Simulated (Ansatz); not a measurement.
## Y (model cell, started as body-centred cubic): from the cell to its phonons

Task: relax Y (model cell, started as body-centred cubic), then find its harmonic phonons.

Program: Ansatz 0.2.0. Level of theory: DFT LDA, scalar-relativistic, plane waves, PAW; PAW set soft_1. Results are calculated unless marked as measured.

This is not the structure that Y takes at ambient pressure and room temperature (hexagonal, No. 194); it is a model or a phase of other conditions.

## 1. Set-up

It takes space group Im-3m (No. 229, cubic). Conventional cell: a = 4.000 Å, b = 4.000 Å, c = 4.000 Å, α = 90.00°, β = 90.00°, γ = 90.00°. Nearest to Y lie 8 Y at 3.46 Å.

## 2. Relaxation

The cell and atoms are relaxed, since residual forces and stress would shift the frequencies.

Input file input.yaml:

```yaml
crystal:
  lattice:
    - [-2.0, 2.0, 2.0]
    - [2.0, -2.0, 2.0]
    - [2.0, 2.0, -2.0]
  atoms:
    - { symbol: "Y", position: [0.0, 0.0, 0.0] }
kpoints:
  mp_grid: { grid: [14, 14, 14] }
hamiltonian:
  xc: lda
  pseudopotentials: { kind: paw, azcp: { folder: soft_1 }, xc_functional: pbe }
scf:
  occupations: { method: gaussian, width: 0.1 }
output:
  forces: true
  stress: true
  eigenvalues: true
  write_density: true
  write_potential: true
  elf: true
  volumetric_format: npy
relax:
  adjacent_minimum: "off"
  f_tol: 0.005
  max_steps: 80
  cell: { stress_tol: 0.05 }
```

On the command line:

```sh
> ansatz run input.yaml --threads 8 --pin off --max-ram 16384MiB --backend cpu --events-out ev --progress --plain --runs-dir out
```

Numbers of over 12 decimals in the logs are rounded to 6 here.

What it wrote:

```text
Engine: ansatz 0.2.0, x86_64-unknown-linux-gnu
Pseudopotentials: kind: paw
Pseudopotential: Y, paw, valence charge 11, recommended cutoff 420 eV (normal), soft_1/Y.paw.azcp
Functional definition: SPW92
  exchange = slater_x
  correlation = pw_c
Crystal: 1 atoms, lattice volume = 32.000 Å³
Basis set: ecut = 420 eV, 627 PW (Γ)
Bands: 10, of which v1, the nominal top of the filled ones, is band 6 counted from 1 (5 counted from 0)
Symmetry: 48 space group operations
Space group: Im-3m (ITA 229), of the structure as read, at distance tolerance 3.2e-5 Å
k-points: 104 of 2744
Non-local potential: Y, projectors of the file, l = 0: 3, l = 1: 2, l = 2: 2, l = 3: 1
PAW form: soft (Blöchl's): semilocal exchange-correlation on the pseudo side does not see the compensation charge
PAW frozen core: Y, regenerated for the run's functional, and the local potential with it (the file was generated under x = pbe(κ = 0.804, μ = 0.219515), c = pbe(β = 0.066725))
PAW one-centre angular grid: Y, 590 points (default); XC on 64 Gauss nodes
Initial density: superposition of atomic densities (chi_scale 0.1, normalization cell)
Initial wavefunctions: pseudopotential atomic-orbital guess
Functional: x = slater, c = lda
SCF iter   1: F=—  HF=-3745.463441 eV  |F-HF|=—  |Δ(HF+E_count)|=         —  Δρ=1.33e-2  dr2=8.92e-2  ethr=3.10e-3  ⟨swp⟩=5.0  Hψ=5865  notcnv=0
preconditioner: auto → Kerker (q_TF=auto, 2.283 Å⁻¹)  [metal: Δε(μ)=0.018 eV  Ē_g=4.465 eV  σ=0.100 eV  W_gap=0.10  n_scr=12 (ndim 8)  ℏωp=11.4 eV  f_vac=0.000  D(μ)=2.41/eV (n_scr^D=18)]
SCF iter   2: F=—  HF=-3745.444768 eV  |F-HF|=—  |Δ(HF+E_count)|=   1.87e-2  Δρ=8.52e-3  dr2=3.66e-2  ethr=8.11e-4  ⟨swp⟩=1.1  Hψ=1878  notcnv=0
SCF iter   3: F=—  HF=-3745.432585 eV  |F-HF|=—  |Δ(HF+E_count)|=   1.22e-2  Δρ=9.72e-4  dr2=2.65e-4  ethr=3.33e-4  ⟨swp⟩=2.6  Hψ=1779  notcnv=0
SCF iter   4: F=—  HF=-3745.432607 eV  |F-HF|=—  |Δ(HF+E_count)|=   2.21e-5  Δρ=1.86e-4  dr2=6.95e-6  ethr=2.40e-6  ⟨swp⟩=1.7  Hψ=1247  notcnv=0
SCF iter   5: F=—  HF=-3745.432608 eV  |F-HF|=—  |Δ(HF+E_count)|=   8.33e-7  Δρ=2.88e-5  dr2=1.54e-7  ethr=6.32e-8  ⟨swp⟩=2.7  Hψ=1605  notcnv=0
SCF iter   6: F=-3745.432608 eV  HF=-3745.432608 eV  |F-HF|=5.06e-10  |Δ(HF+E_count)|=   7.76e-8  Δρ=3.08e-6  dr2=1.51e-9  ethr=9.09e-10  ⟨swp⟩=8.1  Hψ=5404  notcnv=0
the search or the solves at the SCF's close seem to have found levels that the self-consistency loop had missed (the run counts 1). By its estimate they hold under 1e-12 electrons; where the run keeps them, the occupations were computed again with them
SCF 1 converged in 6 iterations: F = -3745.432608 eV  dr2 = 1.51e-9
  greatest PAW one-centre occupation: 0.992 electrons in one spin orbital (limit 2), on the Y atom at site 0 (counted from 0), in its partial waves of l = 0
relax step   1: F+E_penalty+E_count = -3745.43260796 eV  Δ(F+E_penalty+E_count) = +0.000e0 eV  max|allowed force component| = 0.000e0 eV/Å  Δτ_max = 0.0000 Å  P = -2.682 GPa  Ω = 32.000 Å³  (6 SCF iters, dr2 threshold 1.00e-7 eV, accepted)
Crystal: 1 atoms, lattice volume = 30.084 Å³
Basis set: ecut = 420 eV, 603 PW (Γ)
Initial density: handed on by an earlier stage of this run
Initial wavefunctions: those handed on with the density
iter 1 solved again at ethr=9.06e-7 eV; its pass at ethr=3.10e-3 eV (dr2=9.96e-5 eV) is discarded
SCF iter   1: F=—  HF=-3745.450951 eV  |F-HF|=—  |Δ(HF+E_count)|=         —  Δρ=7.50e-4  dr2=8.21e-5  ethr=9.06e-7  ⟨swp⟩=2.2  Hψ=8066  notcnv=0
preconditioner: auto → Kerker (q_TF=auto, 2.307 Å⁻¹)  [metal: Δε(μ)=0.010 eV  Ē_g=4.574 eV  σ=0.100 eV  W_gap=0.05  n_scr=12 (ndim 8)  ℏωp=11.7 eV  f_vac=0.000  D(μ)=2.45/eV (n_scr^D=18)]
SCF iter   2: F=—  HF=-3745.450953 eV  |F-HF|=—  |Δ(HF+E_count)|=   2.10e-6  Δρ=4.15e-4  dr2=2.68e-5  ethr=7.46e-7  ⟨swp⟩=1.0  Hψ=1040  notcnv=0
SCF iter   3: F=—  HF=-3745.450957 eV  |F-HF|=—  |Δ(HF+E_count)|=   4.61e-6  Δρ=5.22e-5  dr2=8.16e-7  ethr=2.43e-7  ⟨swp⟩=2.0  Hψ=1144  notcnv=0
SCF iter   4: F=-3745.450957 eV  HF=-3745.450957 eV  |F-HF|=7.91e-10  |Δ(HF+E_count)|=   7.23e-8  Δρ=5.43e-6  dr2=9.34e-9  ethr=9.09e-10  ⟨swp⟩=8.9  Hψ=6727  notcnv=0
SCF 2 converged in 4 iterations: F = -3745.450957 eV  dr2 = 9.34e-9
relax step   2: F+E_penalty+E_count = -3745.45095728 eV  Δ(F+E_penalty+E_count) = -1.835e-2 eV  max|allowed force component| = 0.000e0 eV/Å  Δτ_max = 0.0000 Å  P = -0.272 GPa  Ω = 30.084 Å³  energy of the carried Pulay correction = +4.930e-5 eV  (4 SCF iters, dr2 threshold 1.00e-7 eV, accepted)
Crystal: 1 atoms, lattice volume = 29.882 Å³
iter 1 solved again at ethr=9.65e-9 eV; its pass at ethr=3.10e-3 eV (dr2=1.06e-6 eV) is discarded
SCF iter   1: F=—  HF=-3745.451121 eV  |F-HF|=—  |Δ(HF+E_count)|=         —  Δρ=8.95e-5  dr2=1.18e-6  ethr=9.65e-9  ⟨swp⟩=3.1  Hψ=7585  notcnv=0
preconditioner: auto → Kerker (q_TF=auto, 2.310 Å⁻¹)  [metal: Δε(μ)=0.023 eV  Ē_g=4.600 eV  σ=0.100 eV  W_gap=0.13  n_scr=12 (ndim 8)  ℏωp=11.8 eV  f_vac=0.000  D(μ)=2.44/eV (n_scr^D=18)]
SCF iter   2: F=—  HF=-3745.451121 eV  |F-HF|=—  |Δ(HF+E_count)|=   4.60e-8  Δρ=4.86e-5  dr2=3.62e-7  ethr=9.65e-9  ⟨swp⟩=1.0  Hψ=1040  notcnv=0
SCF iter   3: F=-3745.451121 eV  HF=-3745.451121 eV  |F-HF|=2.16e-9  |Δ(HF+E_count)|=   3.41e-8  Δρ=6.38e-6  dr2=1.17e-8  ethr=9.09e-10  ⟨swp⟩=6.0  Hψ=5046  notcnv=0
SCF 3 converged in 3 iterations: F = -3745.451121 eV  dr2 = 1.17e-8
relax step   3: F+E_penalty+E_count = -3745.45112084 eV  Δ(F+E_penalty+E_count) = -1.636e-4 eV  max|allowed force component| = 0.000e0 eV/Å  Δτ_max = 0.0000 Å  P = +0.022 GPa  Ω = 29.882 Å³  energy of the carried Pulay correction = +5.467e-5 eV  (3 SCF iters, dr2 threshold 1.00e-7 eV, accepted)
Initial wavefunctions: pseudopotential atomic-orbital guess (no wavefunctions were taken with the density)
iter 1 solved again at ethr=7.14e-8 eV; its pass at ethr=3.10e-3 eV (dr2=7.85e-6 eV) is discarded
SCF iter   1: F=—  HF=-3745.451058 eV  |F-HF|=—  |Δ(HF+E_count)|=         —  Δρ=4.12e-5  dr2=7.75e-8  ethr=7.14e-8  ⟨swp⟩=3.1  Hψ=9123  notcnv=0
SCF iter   2: F=—  HF=-3745.451058 eV  |F-HF|=—  |Δ(HF+E_count)|=   1.67e-7  Δρ=2.15e-5  dr2=2.23e-8  ethr=7.05e-10  ⟨swp⟩=1.2  Hψ=1116  notcnv=0
SCF iter   3: F=—  HF=-3745.451058 eV  |F-HF|=—  |Δ(HF+E_count)|=   2.45e-9  Δρ=1.01e-6  dr2=2.66e-10  ethr=2.03e-10  ⟨swp⟩=1.7  Hψ=1250  notcnv=0
SCF iter   4: F=—  HF=-3745.451058 eV  |F-HF|=—  |Δ(HF+E_count)|=  5.91e-11  Δρ=2.18e-7  dr2=1.14e-11  ethr=2.42e-12  ⟨swp⟩=1.7  Hψ=1216  notcnv=0
SCF iter   5: F=-3745.451058 eV  HF=-3745.451058 eV  |F-HF|=9.09e-13  |Δ(HF+E_count)|=  1.36e-12  Δρ=2.30e-8  dr2=7.79e-14  ethr=1.00e-12  ⟨swp⟩=5.0  Hψ=3404  notcnv=0
SCF 4 converged in 5 iterations: F = -3745.451058 eV  dr2 = 7.79e-14
relax step   4: F+E_penalty+E_count = -3745.45105788 eV  Δ(F+E_penalty+E_count) = +6.296e-5 eV  max|allowed force component| = 0.000e0 eV/Å  Δτ_max = 0.0000 Å  P = +0.023 GPa  Ω = 29.882 Å³  stress off target by 2.30e-2 GPa  SCF on the basis re-selected at this cell (its energy is not comparable with the rows above)  (5 SCF iters)
basis re-selected at this cell: Δ(F+E_penalty+E_count) = +6.296e-5 eV, ΔP = +0.001 GPa vs the last step (what re-selecting the basis moved, of the pressure what is left beyond the Pulay correction that the steps carried, after the strain that the cell walked since its last selection, with what the two solves' SCF thresholds leave and, on support functions, any second-order correction that the steps lacked; it is no measure of the basis error at this ecutwfc). This SCF's stress stands 2.30e-2 GPa from its target on what of the cell is left free (relax.cell.stress_tol is 5.00e-2 GPa) and its largest allowed force component is 0.00e0 eV/Å (relax.f_tol is 5.00e-3 eV/Å): [rest of the remark cut]
SCF converged after 5 iterations
Free energy (F): -3745.451058 eV
Harris-Foulkes:  -3745.451058 eV  (|F-HF|=9.09e-13)
Internal energy: -3745.438863 eV  (E = F + TS)
E sigma→0 (E₀):  -3745.444961 eV
Entropy (-TS):   -0.012194 eV (-12.194 meV/atom)
Fermi energy:    10.364072 eV
--- Per-component energies (eV) ---
  E_band       = -109.659604
  E_kinetic    = 317.211354
  E_local      = -571.240083  (includes V_loc(G=0)·N_el)
  E_nonlocal   = 31.098643
  E_hartree    = 180.039320
  E_xc         = -177.109838
  E_vxc        = -205.151832  (∫ρ·V_xc dr)
  E_paw        = -2714.863025  (= ΣΔE_a)
  E_vpaw       = -41.656355  (= ΣTr[D̂ρ^β])
  E_aug_tail   = 0.000022  (compensation charges beyond the density's cutoff)
  E_ewald      = -810.904843
  E_core_change = 0.329585  (= ΣΔE_core)
  E_smearing   = -0.012194  (= −TS)
  E_closure    = -0.000000  (closes the sum)
  Σ components = -3745.451058   (vs F -3745.451058, Δ=0.00e0)
--- Forces (eV/Å), atoms counted from 1 ---
  atom   1  Y      0.00000000    -0.00000000    -0.00000000
  max |Σ_I F_I| component: 2.18e-31 eV/Å
--- Stress (GPa, compression-positive) ---
        0.022967       0.000000       0.000000
       -0.000000       0.022967      -0.000000
        0.000000       0.000000       0.022967
  P = ⅓ Tr σ = 0.0230 GPa (0.230 kbar)
--- Band table (eV; the first three rows and the last of 104) ---
  k-point 0: bands = ["-32.1113", "-11.7715", "-11.7715", "-11.7715", "5.4576", "12.0650", "12.0650", "12.0650", "14.2321", "14.2321"]
  k-point 1: bands = ["-32.1062", "-11.8120", "-11.7838", "-11.7718", "5.6054", "11.9552", "12.0171", "12.2098", "14.0572", "14.2274"]
  k-point 2: bands = ["-32.0920", "-11.9238", "-11.8181", "-11.7726", "6.0268", "11.6710", "11.8073", "12.6378", "13.7933", "14.2313"]
  k-point 103: bands = ["-31.9336", "-12.2953", "-12.2953", "-12.2953", "8.6650", "8.6650", "16.1659", "16.1659", "16.1659", "16.4116"]
--- Relaxed structure (3 steps of the walk, 3 accepted, 1 SCFs on fresh bases) ---
  F+E_penalty+E_count = -3745.45105788 eV   max|allowed force component| = 0.000e0 eV/Å   (the final SCF, on the basis selected at the relaxed cell)
  cell:  # Å, volume = 29.8821 Å³
    - [-1.954867, 1.954867, 1.954867]
    - [1.954867, -1.954867, 1.954867]
    - [1.954867, 1.954867, -1.954867]
  atoms:
    - { symbol: Y, position: [0.0, 0.0, 0.0] }
```

Wall time 2.3 s (8 threads of Intel Xeon at 2.70GHz, shared host); peak memory 0.39 GiB; 11 s of CPU time.

The steps of the relaxation:

| step | energy less that of the first step (eV) | largest force component (eV/Å) | pressure (GPa) | volume (Å³) |
| --- | --- | --- | --- | --- |
| 1 | 0.0000 | 0.0000 | -2.68 | 32.00 |
| 2 | -0.0183 | 0.0000 | -0.27 | 30.08 |
| 3 | -0.0185 | 0.0000 | 0.02 | 29.88 |
| 4* | -0.0185 | 0.0000 | 0.02 | 29.88 |

Relaxation steps marked * repeat the geometry before them on a plane-wave basis chosen anew for their cell, so energy and pressure can jump there.

| conventional cell, symmetrised | before | after | change |
| --- | --- | --- | --- |
| a (Å) | 4.000 | 3.910 | -2.3 % |
| b (Å) | 4.000 | 3.910 | -2.3 % |
| c (Å) | 4.000 | 3.910 | -2.3 % |
| volume (Å³/atom) | 32.00 | 29.88 | -6.6 % |

Final coordinates:

```xyz
1
Lattice="-1.9549 1.9549 1.9549 1.9549 -1.9549 1.9549 1.9549 1.9549 -1.9549" Properties=species:S:1:pos:R:3 pbc="T T T"
Y     0.0000    0.0000    0.0000
```

This step gave:

| Quantity | Value |
| --- | --- |
| pressure | 0.02297 GPa |
| volume per atom | 29.88 Å³ |
| gap on the k-mesh | 0 eV |

Electrostatic potential energy in the ac plane of the conventional cell at fractional y = 0.000, with atoms of Y within 0.2 Å of it. With pseudopotentials it is smooth inside the atoms' cores, unlike the true potential.

Values in eV, 14 rows by 14 columns, each cell a mean:
```
-48 -46 -35 -12   4  10  12  13  11   8  -1 -23 -41 -47
-43 -38 -24  -4   6  10  12  13  12   9   3 -12 -30 -41
-25 -19  -7   3   8  11  12  13  12  10   7  -1 -12 -23
 -2   1   4   8  10  12  13  13  12  11   9   7   3  -1
  8   8   9  11  12  12  13  13  13  12  11  10   9   8
 11  11  12  12  13  13  13  13  13  13  12  12  12  11
 13  13  13  13  13  13  13  13  13  13  13  13  13  13
 12  12  12  13  13  13  13  13  13  13  13  12  12  12
  9  10  11  11  12  13  13  13  13  12  12  11  10  10
  3   5   7   9  11  12  13  13  13  12  10   8   6   4
-14  -9  -1   6   9  11  13  13  12  11   8   3  -4 -12
-37 -31 -17  -1   7  11  12  13  12   9   4  -7 -24 -35
-47 -44 -31  -9   5  10  12  13  11   8   1 -19 -38 -46
-48 -47 -37 -14   3   9  12  13  11   8  -2 -25 -43 -48
```
Columns run along a (3.9 Å; values clipped at the 3rd and 97th percentile), rows up along c (3.9 Å), edges of the conventional cell, whose origin can differ from the input's. Atoms in or near the plane, at fractional coordinates: Y at (0.00, 0.00).

ELF in the ac plane of the conventional cell at fractional y = 0.000, with atoms of Y within 0.2 Å of it. It is the smooth field of the valence electrons, not physical close to the nuclei.

Ten even steps from '_' (0.16) to '@' (0.84), each cell a mean:
```
##@@@@**....--==::__--%%@@%%
@@@@%%==__..==++--__..**@@@@
%%##==..__::++++==..__::**%%
--::____..--++**++::____..--
______..--++++++++==::..____
::::--==++++++++++++++==--::
==++++****++++++++++**++++==
--====++++++++++++++++++==--
__....--==++++++++++--::....
..______::==++**++--..____..
##++::____--++**==..__..==**
@@@@##::__..==++--____==%%@@
%%@@@@++__..==++::__::##@@@@
==%%@@##..__--==::__--%%@@##
```
Columns run along a (3.9 Å), rows up along c (3.9 Å), edges of the conventional cell, whose origin can differ from the input's. Atoms in or near the plane, at fractional coordinates: Y at (0.00, 0.00).

Valence density in the ac plane of the conventional cell at fractional y = 0.000, with atoms of Y within 0.2 Å of it. It is the smooth field of the valence electrons, not physical close to the nuclei.

Values in e/Å³, 14 rows by 14 columns, each cell a mean:
```
3.3 3.3 2.3 0.8 0.3 0.1 0.1 0.1 0.1 0.2 0.4 1.4 2.8 3.4
3.1 2.5 1.5 0.5 0.2 0.1 0.1 0.1 0.1 0.1 0.3 0.8 1.9 2.8
1.6 1.2 0.6 0.3 0.1 0.1 0.1 0.1 0.1 0.1 0.2 0.4 0.8 1.4
0.5 0.4 0.2 0.1 0.1 0.1 0.1 0.1 0.1 0.1 0.1 0.2 0.3 0.4
0.2 0.2 0.1 0.1 0.1 0.1 0.1 0.1 0.1 0.1 0.1 0.1 0.1 0.2
0.1 0.1 0.1 0.1 0.1 0.1 0.1 0.1 0.1 0.1 0.1 0.1 0.1 0.1
0.1 0.1 0.1 0.1 0.1 0.1 0.1 0.1 0.1 0.1 0.1 0.1 0.1 0.1
0.1 0.1 0.1 0.1 0.1 0.1 0.1 0.1 0.1 0.1 0.1 0.1 0.1 0.1
0.1 0.1 0.1 0.1 0.1 0.1 0.1 0.1 0.1 0.1 0.1 0.1 0.1 0.1
0.3 0.2 0.2 0.1 0.1 0.1 0.1 0.1 0.1 0.1 0.1 0.1 0.2 0.3
0.9 0.7 0.4 0.2 0.1 0.1 0.1 0.1 0.1 0.1 0.1 0.3 0.5 0.8
2.5 2.0 1.1 0.4 0.2 0.1 0.1 0.1 0.1 0.1 0.2 0.6 1.5 2.3
3.4 3.1 2.0 0.7 0.2 0.1 0.1 0.1 0.1 0.2 0.4 1.2 2.5 3.3
2.9 3.4 2.5 0.9 0.3 0.1 0.1 0.1 0.1 0.2 0.5 1.6 3.1 3.3
```
Columns run along a (3.9 Å), rows up along c (3.9 Å), edges of the conventional cell, whose origin can differ from the input's. Atoms in or near the plane, at fractional coordinates: Y at (0.00, 0.00).

In this step the volume went from 32.00 to 29.88 Å³/atom.

## 3. Relaxing to small forces for the phonons

Phonons need a cell at rest on their own settings, so the relaxation is repeated with tight tolerances on forces and stress, using the mesh and the filling of the phonon run that follows.

Input file input.yaml:

```yaml
crystal:
  lattice:
    - [-1.9548669328, 1.9548669328, 1.9548669328]
    - [1.9548669328, -1.9548669328, 1.9548669328]
    - [1.9548669328, 1.9548669328, -1.9548669328]
  atoms:
    - { symbol: "Y", position: [0.0, 0.0, 0.0] }
kpoints:
  mp_grid: { grid: [16, 16, 16] }
hamiltonian:
  xc: lda
  pseudopotentials: { kind: paw, azcp: { folder: soft_1 }, xc_functional: pbe }
scf:
  occupations: { method: methfessel_paxton, width: 0.2 }
output:
  forces: true
  stress: true
  eigenvalues: true
relax:
  adjacent_minimum: "off"
  f_tol: 0.001
  max_steps: 60
  cell: { stress_tol: 0.01 }
```

What it wrote:

```text
[...]
Crystal: 1 atoms, lattice volume = 29.882 Å³
Basis set: ecut = 420 eV, 603 PW (Γ)
Bands: 10, of which v1, the nominal top of the filled ones, is band 6 counted from 1 (5 counted from 0)
Symmetry: 48 space group operations
[...]
k-points: 145 of 4096
[...]
P = ⅓ Tr σ = 0.0038 GPa (0.038 kbar)
--- Band table (eV; the first three rows and the last of 145) ---
[...]
--- Relaxed structure (1 steps of the walk, 1 accepted, 1 SCFs on fresh bases) ---
[...]
cell:  # Å, volume = 29.8821 Å³
    - [-1.9548669328, 1.9548669328, 1.9548669328]
    - [1.9548669328, -1.9548669328, 1.9548669328]
    - [1.9548669328, 1.9548669328, -1.9548669328]
  atoms:
    - { symbol: Y, position: [0.0, 0.0, 0.0] }
[key lines of the parts left out:]
SCF converged after 4 iterations
Free energy (F): -3745.444504 eV
Fermi energy:    10.366666 eV
```

The job ended after 1.7 s (8 threads; peak memory 0.38 GiB).

Little changed from the start: no atom moved by 0.005 Å and no cell edge by 0.1 %.

This step gave:

- pressure: 0.003762 GPa

The forces vanish by symmetry and the pressure is 0.004 GPa, within the tolerances set. The cell now holds 29.88 Å³/atom.

(Part 1 of 2 ends here.)

[Logs are printed without paths, hosts, clocks, repeated set-up lines and the standing remarks that a program may print on its own settings, such as how far it seeks lower states.]

[Hosts, paths, dates, database ids (printed as entryN), source tags and the programs' standing remarks are cut or masked in the printed files.]
